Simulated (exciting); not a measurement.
**F K-edge absorption of InF3, all-electron BSE**

Aim: the F K absorption edge of InF3 with the electron–hole interaction treated explicitly, and what each term of the kernel does.

Main program and level: exciting sodium; X-ray absorption, core-level Bethe-Salpeter equation, exchange and statically screened direct term, Tamm-Dancoff, all-electron LAPW+lo LDA.

Report form: the programs' logs are mostly left out.

## 1. The starting structure

It takes space group R-3c (No. 167, trigonal). Conventional cell: a = 5.410 Å, b = 5.410 Å, c = 14.378 Å, α = 90.00°, β = 90.00°, γ = 120.00°. Nearest to In lie 6 F at 2.05 Å. F has 2 In at 2.05 Å nearest. Farther neighbours and most contacts between anions are not listed.

Coordinates:

```cif
data_structure
_symmetry_space_group_name_H-M 'P 1'
_symmetry_Int_Tables_number 1
_cell_length_a 5.7206
_cell_length_b 5.7206
_cell_length_c 5.7206
_cell_angle_alpha 56.443
_cell_angle_beta 56.443
_cell_angle_gamma 56.443
_cell_volume 121.49
loop_
_atom_site_label
_atom_site_type_symbol
_atom_site_fract_x
_atom_site_fract_y
_atom_site_fract_z
_atom_site_occupancy
In1 In 0.00000 0.00000 0.00000 1
In2 In 0.50000 0.50000 0.50000 1
F3 F 0.85840 0.25000 0.64160 1
F4 F 0.25000 0.64160 0.85840 1
F5 F 0.64160 0.85840 0.25000 1
F6 F 0.14160 0.75000 0.35840 1
F7 F 0.75000 0.35840 0.14160 1
F8 F 0.35840 0.14160 0.75000 1
```

Differences between curves are given as r.m.s. difference over r.m.s. height.

## 2. Ground state

The species files are the program's own, with muffin-tin radii set in the input.

The input, input.xml:

```
<input>
  <title>InF3</title>
  <structure speciespath="." autormt="false" epslat="1.0e-5">
    <crystal>
      <basevect>5.1119926251 2.9514103182 9.0565124506</basevect>
      <basevect>-5.1119926251 2.9514103182 9.0565124506</basevect>
      <basevect>0.0000000000 -5.9028206364 9.0565124506</basevect>
    </crystal>
    <species speciesfile="In.xml" rmt="2.183">
      <atom coord="0.0000000000 0.0000000000 0.0000000000"/>
      <atom coord="0.5000000000 0.5000000000 0.5000000000"/>
    </species>
    <species speciesfile="F.xml" rmt="1.582">
      <atom coord="0.8584000000 0.2500000000 0.6416000000"/>
      <atom coord="0.2500000000 0.6416000000 0.8584000000"/>
      <atom coord="0.6416000000 0.8584000000 0.2500000000"/>
      <atom coord="0.1416000000 0.7500000000 0.3584000000"/>
      <atom coord="0.7500000000 0.3584000000 0.1416000000"/>
      <atom coord="0.3584000000 0.1416000000 0.7500000000"/>
    </species>
  </structure>
  <groundstate do="fromscratch" xctype="LDA_PW" ngridk="3 3 3" rgkmax="6.5" gmaxvr="14" nempty="8" swidth="0.001" maxscl="100" epsengy="1e-5"/>
</input>
```

Started as:

```sh
$ OMP_NUM_THREADS=1 mpirun -n 4 exciting
```

Elapsed: 94 s, on 4 MPI ranks of Arm Neoverse V1, shared host.

The warnings file holds hints only, no warning.

The mesh shows a gap of 4.27 eV. Core levels (Dirac, from the valence top):

| atom | level | energy (eV) |
| --- | --- | --- |
| In | 2s1/2 | -4139.1 |
| In | 2p1/2 | -3861.6 |
| In | 2p3/2 | -3651.0 |
| In | 3s1/2 | -777.8 |
| In | 3p1/2 | -665.6 |
| In | 3p3/2 | -627.6 |
| In | 3d3/2 | -428.4 |
| In | 3d5/2 | -420.6 |
| In | 4s1/2 | -110.7 |
| F | 1s1/2 | -646.9 |

## 3. A richer basis for the empty states

Each species file gets more local orbitals, built from u and its energy derivative at 0.15 Ha and u at 0.9 Ha.

input.xml is that of step 2.

The input, SPECIES.xml, added lines:

```
<lo l="L">  <!-- L = 0, 1, 2 -->
  <wf matchingOrder="0" trialEnergy="0.1500" searchE="false"/>
  <wf matchingOrder="1" trialEnergy="0.1500" searchE="false"/>
  <wf matchingOrder="0" trialEnergy="0.9000" searchE="false"/>
</lo>
```

Started as:

```sh
$ OMP_NUM_THREADS=1 mpirun -n 4 exciting
```

Elapsed: 1.9 min, on 4 MPI ranks.

Against the first ground state the total energy moves by -10 meV an atom and the gap by -0.01 eV.

## 4. Screening, kernels and BSE for F atom 3

The absorber has 2 In at 2.05 Å (bent, 147°, site symmetry 2).

input.xml: that of step 3 with these lines changed.

```diff
@@ -21,3 +21,20 @@
   </structure>
-  <groundstate do="fromscratch" xctype="LDA_PW" ngridk="3 3 3" rgkmax="6.5" gmaxvr="14" nempty="8" swidth="0.001" maxscl="100" epsengy="1e-5"/>
+  <groundstate do="skip" xctype="LDA_PW" ngridk="3 3 3" rgkmax="6.5" gmaxvr="14" nempty="8" swidth="0.001" maxscl="100" epsengy="1e-5"/>
+  <xs xstype="BSE" ngridk="3 3 3" ngridq="3 3 3" vkloff="0.097 0.273 0.493" rgkmax="6.5" nempty="45" gqmax="3" lmaxapwwf="5" lmaxemat="2" broad="0.01654" tevout="true">
+    <energywindow intv="23.484 25.101" points="439"/>
+    <screening screentype="full" nempty="74"/>
+    <BSE xas="true" xasspecies="2" xasatom="1" xasedge="K" bsetype="singlet" nstlxas="1 41"/>
+    <qpointset>
+      <qpoint>0 0 0</qpoint>
+    </qpointset>
+    <plan>
+      <doonly task="xsgeneigvec"/>
+      <doonly task="writepmatxs"/>
+      <doonly task="scrgeneigvec"/>
+      <doonly task="scrwritepmat"/>
+      <doonly task="screen"/>
+      <doonly task="scrcoulint"/>
+      <doonly task="exccoulint"/>
+    </plan>
+  </xs>
 </input>
```

The input, input.xml for the last start (plan only):

```
  <plan>
    <doonly task="bse"/>
  </plan>
```

Started as:

```sh
$ OMP_NUM_THREADS=1 mpirun -n 4 exciting
$ OMP_NUM_THREADS=4 exciting
```

It took 18 min on 4 MPI ranks.

Wall time by task: xsgeneigvec 25 s, writepmatxs 8.4 s, scrgeneigvec 23 s, scrwritepmat 7.4 s, screen 4.5 min, scrcoulint 4.8 min, exccoulint 7.3 min, bse 8 s.

The F K spectrum of F atom 3 (energy from the Kohn–Sham onset, core level to the lowest empty state found on the meshes used, 651.04 eV; the ground-state mesh sets it, and the shifted mesh has its lowest transition 0.30 eV above it; Im ε scaled to the maximum of the singlet run; cut below the end of the band set):

| E (eV) | isotropic | ε ⊥ c | ε ∥ c |
| --- | --- | --- | --- |
| -4.5 | 0.02 | 0.02 | 0.02 |
| -4.0 | 0.03 | 0.03 | 0.03 |
| -3.5 | 0.03 | 0.04 | 0.03 |
| -3.0 | 0.05 | 0.05 | 0.04 |
| -2.5 | 0.07 | 0.07 | 0.06 |
| -2.0 | 0.12 | 0.13 | 0.10 |
| -1.5 | 0.25 | 0.28 | 0.19 |
| -1.0 | 0.48 | 0.49 | 0.48 |
| -0.5 | 0.84 | 0.81 | 0.90 |
| 0.0 | 0.56 | 0.55 | 0.60 |
| 0.5 | 0.43 | 0.41 | 0.47 |
| 1.0 | 0.37 | 0.36 | 0.38 |
| 1.5 | 0.30 | 0.30 | 0.31 |
| 2.0 | 0.28 | 0.27 | 0.30 |
| 2.5 | 0.30 | 0.30 | 0.31 |
| 3.0 | 0.38 | 0.38 | 0.38 |
| 3.5 | 0.66 | 0.68 | 0.64 |
| 4.0 | 0.98 | 0.97 | 1.01 |
| 4.5 | 0.67 | 0.67 | 0.68 |
| 5.0 | 0.64 | 0.66 | 0.59 |
| 5.5 | 0.51 | 0.52 | 0.49 |
| 6.0 | 0.46 | 0.45 | 0.47 |
| 6.5 | 0.49 | 0.48 | 0.50 |
| 7.0 | 0.50 | 0.50 | 0.50 |
| 7.5 | 0.38 | 0.38 | 0.39 |
| 8.0 | 0.32 | 0.31 | 0.34 |
| 8.5 | 0.30 | 0.29 | 0.33 |
| 9.0 | 0.29 | 0.27 | 0.33 |
| 9.5 | 0.24 | 0.23 | 0.25 |
| 10.0 | 0.19 | 0.18 | 0.19 |
| 10.5 | 0.16 | 0.16 | 0.17 |
| 11.0 | 0.15 | 0.15 | 0.16 |
| 11.5 | 0.15 | 0.15 | 0.14 |
| 12.0 | 0.15 | 0.15 | 0.13 |
| 12.5 | 0.15 | 0.16 | 0.13 |
| 13.0 | 0.15 | 0.16 | 0.13 |
| 13.5 | 0.18 | 0.20 | 0.13 |
| 14.0 | 0.21 | 0.24 | 0.14 |
| 14.5 | 0.19 | 0.22 | 0.14 |
| 15.0 | 0.16 | 0.18 | 0.12 |
| 15.5 | 0.13 | 0.14 | 0.12 |
| 16.0 | 0.12 | 0.12 | 0.12 |
| 16.5 | 0.11 | 0.10 | 0.13 |
| 17.0 | 0.12 | 0.10 | 0.15 |
| 17.5 | 0.14 | 0.12 | 0.17 |
| 18.0 | 0.16 | 0.14 | 0.18 |
| 18.5 | 0.15 | 0.15 | 0.17 |
| 19.0 | 0.16 | 0.15 | 0.17 |
| 19.5 | 0.16 | 0.15 | 0.17 |
| 20.0 | 0.16 | 0.15 | 0.18 |
| 20.5 | 0.16 | 0.15 | 0.18 |
| 21.0 | 0.16 | 0.15 | 0.18 |
| 21.5 | 0.16 | 0.15 | 0.18 |
| 22.0 | 0.16 | 0.15 | 0.18 |
| 22.5 | 0.15 | 0.15 | 0.16 |

Maxima (height): -0.5 eV (0.84), 3.9 eV (1.00), 6.9 eV (0.51), 14.0 eV (0.21) and 21.1 eV (0.16).

The Hamiltonian has 2214 rows. The lowest groups of eigenvalues and the brightest ones, on the scale above (the program counts from the shifted mesh's onset, 0.30 eV higher). Core spinors bring spin-forbidden partners, so dark means forbidden by spin or by symmetry, and the shifted mesh splits states that symmetry would keep together:

| energy (eV) | states within 10 meV | relative strength |
| --- | --- | --- |
| -1.343 | 2 | 0.19 |
| -0.630 | 1 | dark |
| -0.608 | 1 | 1.00 |
| -0.407 | 1 | dark |
| -0.395 | 1 | 0.56 |
| -0.177 | 2 | 0.055 |
| 0.724 | 2 | 0.20 |
| 3.789 | 1 | 0.46 |
| 3.931 | 2 | 0.27 |
| 3.970 | 1 | 0.72 |

## 5. Independent particles

input.xml: that of step 4 with these lines changed.

```diff
@@ -25,3 +25,3 @@
     <screening screentype="full" nempty="74"/>
-    <BSE xas="true" xasspecies="2" xasatom="1" xasedge="K" bsetype="singlet" nstlxas="1 41"/>
+    <BSE xas="true" xasspecies="2" xasatom="1" xasedge="K" bsetype="IP" nstlxas="1 41"/>
     <qpointset>
@@ -30,9 +30,3 @@
     <plan>
-      <doonly task="xsgeneigvec"/>
-      <doonly task="writepmatxs"/>
-      <doonly task="scrgeneigvec"/>
-      <doonly task="scrwritepmat"/>
-      <doonly task="screen"/>
-      <doonly task="scrcoulint"/>
-      <doonly task="exccoulint"/>
+      <doonly task="bse"/>
     </plan>
```

Started as:

```sh
$ OMP_NUM_THREADS=4 exciting
```

Wall time 1.5 s (4 threads).

Maxima (height): 3.5 eV (0.31), 6.8 eV (0.45), 9.7 eV (0.73) and 16.3 eV (0.28). The spectrum differs from the singlet run by 77 % r.m.s. Moving the earlier curve by +4.6 eV leaves 40 %. The highest maximum lies at 9.7 eV (0.73), against 3.9 eV (1.00).

## 6. Exchange alone

input.xml: that of step 5 with these lines changed.

```diff
@@ -25,3 +25,3 @@
     <screening screentype="full" nempty="74"/>
-    <BSE xas="true" xasspecies="2" xasatom="1" xasedge="K" bsetype="IP" nstlxas="1 41"/>
+    <BSE xas="true" xasspecies="2" xasatom="1" xasedge="K" bsetype="RPA" nstlxas="1 41"/>
     <qpointset>
```

Started as:

```sh
$ OMP_NUM_THREADS=4 exciting
```

It took 9 s on 4 threads.

Maxima (height): 3.5 eV (0.31), 6.8 eV (0.44), 9.8 eV (0.73) and 16.3 eV (0.28). Against the independent-particle run the r.m.s. difference is 2 %.

## 7. Broadening

Changed against the first singlet run: half width (eV) from 0.45 to 1.35.

input.xml: that of step 6 with these lines changed.

```diff
@@ -22,6 +22,6 @@
   <groundstate do="skip" xctype="LDA_PW" ngridk="3 3 3" rgkmax="6.5" gmaxvr="14" nempty="8" swidth="0.001" maxscl="100" epsengy="1e-5"/>
-  <xs xstype="BSE" ngridk="3 3 3" ngridq="3 3 3" vkloff="0.097 0.273 0.493" rgkmax="6.5" nempty="45" gqmax="3" lmaxapwwf="5" lmaxemat="2" broad="0.01654" tevout="true">
+  <xs xstype="BSE" ngridk="3 3 3" ngridq="3 3 3" vkloff="0.097 0.273 0.493" rgkmax="6.5" nempty="45" gqmax="3" lmaxapwwf="5" lmaxemat="2" broad="0.04961" tevout="true">
     <energywindow intv="23.484 25.101" points="439"/>
     <screening screentype="full" nempty="74"/>
-    <BSE xas="true" xasspecies="2" xasatom="1" xasedge="K" bsetype="RPA" nstlxas="1 41"/>
+    <BSE xas="true" xasspecies="2" xasatom="1" xasedge="K" bsetype="singlet" nstlxas="1 41"/>
     <qpointset>
```

Started as:

```sh
$ OMP_NUM_THREADS=4 exciting
```

Wall time 9 s (4 threads).

Against the singlet run the r.m.s. difference is 28 %. The highest maximum lies at 4.2 eV (0.56), against 3.9 eV (1.00). Only the width of each line changes; the area stays. A table step wider than the lines misses their tops.

| E (eV) | first run | this run |
| --- | --- | --- |
| -10.0 | 0.01 | 0.02 |
| -9.0 | 0.01 | 0.02 |
| -8.0 | 0.01 | 0.02 |
| -7.0 | 0.01 | 0.03 |
| -6.0 | 0.01 | 0.04 |
| -5.0 | 0.02 | 0.05 |
| -4.0 | 0.03 | 0.07 |
| -3.0 | 0.05 | 0.12 |
| -2.0 | 0.12 | 0.21 |
| -1.0 | 0.48 | 0.37 |
| 0.0 | 0.56 | 0.43 |
| 1.0 | 0.37 | 0.38 |
| 2.0 | 0.28 | 0.36 |
| 3.0 | 0.38 | 0.45 |
| 4.0 | 0.98 | 0.56 |
| 5.0 | 0.64 | 0.52 |
| 6.0 | 0.46 | 0.46 |
| 7.0 | 0.50 | 0.40 |
| 8.0 | 0.32 | 0.33 |
| 9.0 | 0.29 | 0.28 |
| 10.0 | 0.19 | 0.22 |
| 11.0 | 0.15 | 0.19 |
| 12.0 | 0.15 | 0.17 |
| 13.0 | 0.15 | 0.17 |
| 14.0 | 0.21 | 0.17 |
| 15.0 | 0.16 | 0.16 |
| 16.0 | 0.12 | 0.14 |
| 17.0 | 0.12 | 0.14 |
| 18.0 | 0.16 | 0.15 |
| 19.0 | 0.16 | 0.15 |
| 20.0 | 0.16 | 0.15 |
| 21.0 | 0.16 | 0.15 |
| 22.0 | 0.16 | 0.14 |

## 8. Local-field cutoff

Changed against the first singlet run: cutoff of the screened term (bohr⁻¹) from 3 to 4.

input.xml: that of step 7 with these lines changed.

```diff
@@ -22,3 +22,3 @@
   <groundstate do="skip" xctype="LDA_PW" ngridk="3 3 3" rgkmax="6.5" gmaxvr="14" nempty="8" swidth="0.001" maxscl="100" epsengy="1e-5"/>
-  <xs xstype="BSE" ngridk="3 3 3" ngridq="3 3 3" vkloff="0.097 0.273 0.493" rgkmax="6.5" nempty="45" gqmax="3" lmaxapwwf="5" lmaxemat="2" broad="0.04961" tevout="true">
+  <xs xstype="BSE" ngridk="3 3 3" ngridq="3 3 3" vkloff="0.097 0.273 0.493" rgkmax="6.5" nempty="45" gqmax="4" lmaxapwwf="5" lmaxemat="2" broad="0.01654" tevout="true">
     <energywindow intv="23.484 25.101" points="439"/>
@@ -30,3 +30,5 @@
     <plan>
-      <doonly task="bse"/>
+      <doonly task="xsgeneigvec"/>
+      <doonly task="screen"/>
+      <doonly task="scrcoulint"/>
     </plan>
```

The input, input.xml for the exchange start (cutoff and plan only):

```
  gqmax="3"
  <plan>
    <doonly task="exccoulint"/>
  </plan>
```

Started as:

```sh
$ OMP_NUM_THREADS=1 mpirun -n 4 exciting
$ OMP_NUM_THREADS=1 mpirun -n 4 exciting
```

It took 28 min on 4 MPI ranks.

The run was cut off at its time limit.

## 9. Coarser mesh

Changed against the first singlet run: k mesh from 3×3×3 to 2×2×2.

input.xml: that of step 8 with these lines changed.

```diff
@@ -22,3 +22,3 @@
   <groundstate do="skip" xctype="LDA_PW" ngridk="3 3 3" rgkmax="6.5" gmaxvr="14" nempty="8" swidth="0.001" maxscl="100" epsengy="1e-5"/>
-  <xs xstype="BSE" ngridk="3 3 3" ngridq="3 3 3" vkloff="0.097 0.273 0.493" rgkmax="6.5" nempty="45" gqmax="4" lmaxapwwf="5" lmaxemat="2" broad="0.01654" tevout="true">
+  <xs xstype="BSE" ngridk="2 2 2" ngridq="2 2 2" vkloff="0.097 0.273 0.493" rgkmax="6.5" nempty="45" gqmax="3" lmaxapwwf="5" lmaxemat="2" broad="0.01654" tevout="true">
     <energywindow intv="23.484 25.101" points="439"/>
@@ -31,4 +31,8 @@
       <doonly task="xsgeneigvec"/>
+      <doonly task="writepmatxs"/>
+      <doonly task="scrgeneigvec"/>
+      <doonly task="scrwritepmat"/>
       <doonly task="screen"/>
       <doonly task="scrcoulint"/>
+      <doonly task="exccoulint"/>
     </plan>
```

The input, input.xml for the last start (plan only):

```
  <plan>
    <doonly task="bse"/>
  </plan>
```

Started as:

```sh
$ OMP_NUM_THREADS=1 mpirun -n 4 exciting
$ OMP_NUM_THREADS=4 exciting
```

It took 4.1 min on 4 MPI ranks.

These settings are cheaper. Against the singlet run the r.m.s. difference is 7 %. The lowest bare transition of this run lies at 0.65 eV, against 0.30. A coarse mesh samples few band energies, and it inflates the long-range part of the attraction.

| E (eV) | first run | this run |
| --- | --- | --- |
| -4.0 | 0.03 | 0.03 |
| -3.0 | 0.05 | 0.05 |
| -2.0 | 0.12 | 0.12 |
| -1.0 | 0.48 | 0.45 |
| 0.0 | 0.56 | 0.68 |
| 1.0 | 0.37 | 0.30 |
| 2.0 | 0.28 | 0.31 |
| 3.0 | 0.38 | 0.37 |
| 4.0 | 0.98 | 0.94 |
| 5.0 | 0.64 | 0.60 |
| 6.0 | 0.46 | 0.49 |
| 7.0 | 0.50 | 0.50 |
| 8.0 | 0.32 | 0.34 |
| 9.0 | 0.29 | 0.30 |
| 10.0 | 0.19 | 0.19 |
| 11.0 | 0.15 | 0.15 |
| 12.0 | 0.15 | 0.14 |
| 13.0 | 0.15 | 0.17 |
| 14.0 | 0.21 | 0.20 |
| 15.0 | 0.16 | 0.16 |
| 16.0 | 0.12 | 0.12 |
| 17.0 | 0.12 | 0.12 |
| 18.0 | 0.16 | 0.14 |
| 19.0 | 0.16 | 0.16 |
| 20.0 | 0.16 | 0.17 |
| 21.0 | 0.16 | 0.16 |
| 22.0 | 0.16 | 0.17 |

## 10. From independent particles to the full kernel

| level | curve passes 0.15 (eV) | highest maximum (eV) | its height |
| --- | --- | --- | --- |
| IP | 1.8 | 9.7 | 0.73 |
| RPA | 1.8 | 9.8 | 0.73 |
| singlet | -1.8 | 3.9 | 1.00 |

| E (eV) | IP | RPA | singlet |
| --- | --- | --- | --- |
| -4.0 | 0.01 | 0.01 | 0.03 |
| -3.0 | 0.01 | 0.01 | 0.05 |
| -2.0 | 0.01 | 0.01 | 0.12 |
| -1.0 | 0.02 | 0.02 | 0.48 |
| 0.0 | 0.03 | 0.03 | 0.56 |
| 1.0 | 0.09 | 0.08 | 0.37 |
| 2.0 | 0.18 | 0.17 | 0.28 |
| 3.0 | 0.30 | 0.30 | 0.38 |
| 4.0 | 0.29 | 0.29 | 0.98 |
| 5.0 | 0.20 | 0.20 | 0.64 |
| 6.0 | 0.33 | 0.32 | 0.46 |
| 7.0 | 0.45 | 0.44 | 0.50 |
| 8.0 | 0.45 | 0.44 | 0.32 |
| 9.0 | 0.63 | 0.62 | 0.29 |
| 10.0 | 0.70 | 0.71 | 0.19 |
| 11.0 | 0.50 | 0.51 | 0.15 |
| 12.0 | 0.37 | 0.38 | 0.15 |
| 13.0 | 0.26 | 0.26 | 0.15 |
| 14.0 | 0.20 | 0.20 | 0.21 |
| 15.0 | 0.22 | 0.22 | 0.16 |
| 16.0 | 0.28 | 0.28 | 0.12 |
| 17.0 | 0.24 | 0.24 | 0.12 |
| 18.0 | 0.17 | 0.18 | 0.16 |
| 19.0 | 0.17 | 0.17 | 0.16 |
| 20.0 | 0.19 | 0.19 | 0.16 |
| 21.0 | 0.22 | 0.22 | 0.16 |
| 22.0 | 0.23 | 0.23 | 0.16 |

## 11. Results

* absorber and edge: F K, atom 3
* surroundings: 2 In at 2.05 Å (bent, 147°, site symmetry 2)
* first bright state: -1.34 eV from the Kohn–Sham onset, on this mesh
* highest maximum: 3.9 eV
* cost of the BSE run: 18 min on 4 MPI ranks of Arm Neoverse V1, shared host; the last task ran on as many threads

In words: Is a core exciton bound? Yes on this mesh: the first bright state (over 5 % of the brightest) lies at -1.34 eV from the Kohn–Sham onset and at -1.65 eV from the lowest bare transition of its own mesh. Changing the half width (eV) from 0.45 to 1.35 alters the spectrum by 28 % r.m.s. Exchange alone changes the independent-particle spectrum by 1.5 % r.m.s. Binding energies aren't converged on 27 k points, and fine structure above the first lines is partly noise of the mesh. Exchange and the short-range direct term aren't converged in the kernel cutoff. The zero comes from the unshifted 3×3×3 ground-state mesh; it is exact only where the band minimum lies on that mesh. The Kohn–Sham onset, 651 eV, is no photon energy: the scale needs a rigid shift. No quasiparticle correction widens the gap or stretches the bands. Vibrations and energy-dependent lifetimes are left out. The structure is a published determination, not relaxed.

[Logs are printed without paths, hosts, clocks, repeated set-up lines and the standing remarks that a program may print on its own settings, such as how far it seeks lower states.]

[Hosts, paths, dates, database ids (printed as entryN), source tags and the programs' standing remarks are cut or masked in the printed files.]
